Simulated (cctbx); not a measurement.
## Which space group?

Cell: a = 3.6070 Å, b = 3.6070 Å, c = 6.1730 Å, α = 90.00°, β = 90.00°, γ = 120.00°. Expected content of the cell: Bi2 H6.

The data are simulated with cctbx, not measured: synchrotron X-rays, λ = 0.6889 Å, to d = 0.84 Å, 70 % of the full sphere, strongest reflection 5000 counts, noise from counting, a 3 % proportional error and a noise floor of 15 counts (s.d.); no absorption.

Tests on the unmerged data give:

```text
339 reflections to d = 0.849 A
centring   violations  <I/sigma> of those
    A        137 of   162     19.4
    B        129 of   159     18.6
    C        148 of   173     19.9
    I        137 of   167     19.1
    R        188 of   222     19.2
    F        207 of   247     19.3
Laue class    unique    Rint  (classes that these axes allow; Friedel mates merged)
P -1              232   0.024
P 1 1 2/m         140   0.026
P -3               90   0.029
P -3 1 m           59   0.031
P -3 m 1           68   0.030
P 6/m              53   0.031
P 6/m m m          45   0.031
space group    extra absences  I>4sigma  <I/sigma>
P 6 2 2                 0          0         -  acentric
P 63 2 2                7          0      -0.2  acentric
P 6 m m                 0          0         -  acentric
P 63 m c               39          0      -0.1  acentric
P -6 m 2                0          0         -  acentric
P -6 2 m                0          0         -  acentric
P -6 2 c               39          0      -0.1  acentric
P 6/m m m               0          0         -  centric
P 63/m m c             39          0      -0.1  centric
Wilson B = 0.21 A^2   <|E^2-1|> = 0.561 (0.968 centric, 0.736 acentric)   E^2>4: 0.0 %
shell (A)         n   <I/sigma>
 6.17 - 1.22     18     39.4
 1.22 - 0.97     13     49.4
 0.97 - 0.85     14     52.6
```

Q: Read the symmetry from these tables.

Every centring test has many violations, so the lattice is primitive.

Rint stays low (0.024 to 0.031) up to P 6/m m m, the highest class in these axes.

9 settings pass the absence test. The most absences obeyed, 39, belong to P 63 m c, P -6 2 c and P 63/m m c, which absences can't tell apart.

⟨|E²−1|⟩ = 0.561 leans to a non-centrosymmetric structure, or to twinning, which lowers it. Here that hint misleads: the statistic assumes many like atoms on general positions, and few, heavy or special-position atoms break it. The Wilson B of 0.21 Å² means U ≈ 0.0027 Å².

The true group is P6_3/mmc (no. 194), Laue class 6/mmm, centrosymmetric. The tables only narrow the choice to the tied entries; cell content, site symmetry and trial solutions must settle it.

The model was made for the exercise: a known structure type with other elements put in, its volume estimated, not relaxed; displacement parameters are assumed.

[Logs are printed without paths, hosts, clocks, repeated set-up lines and the standing remarks that a program may print on its own settings, such as how far it seeks lower states.]
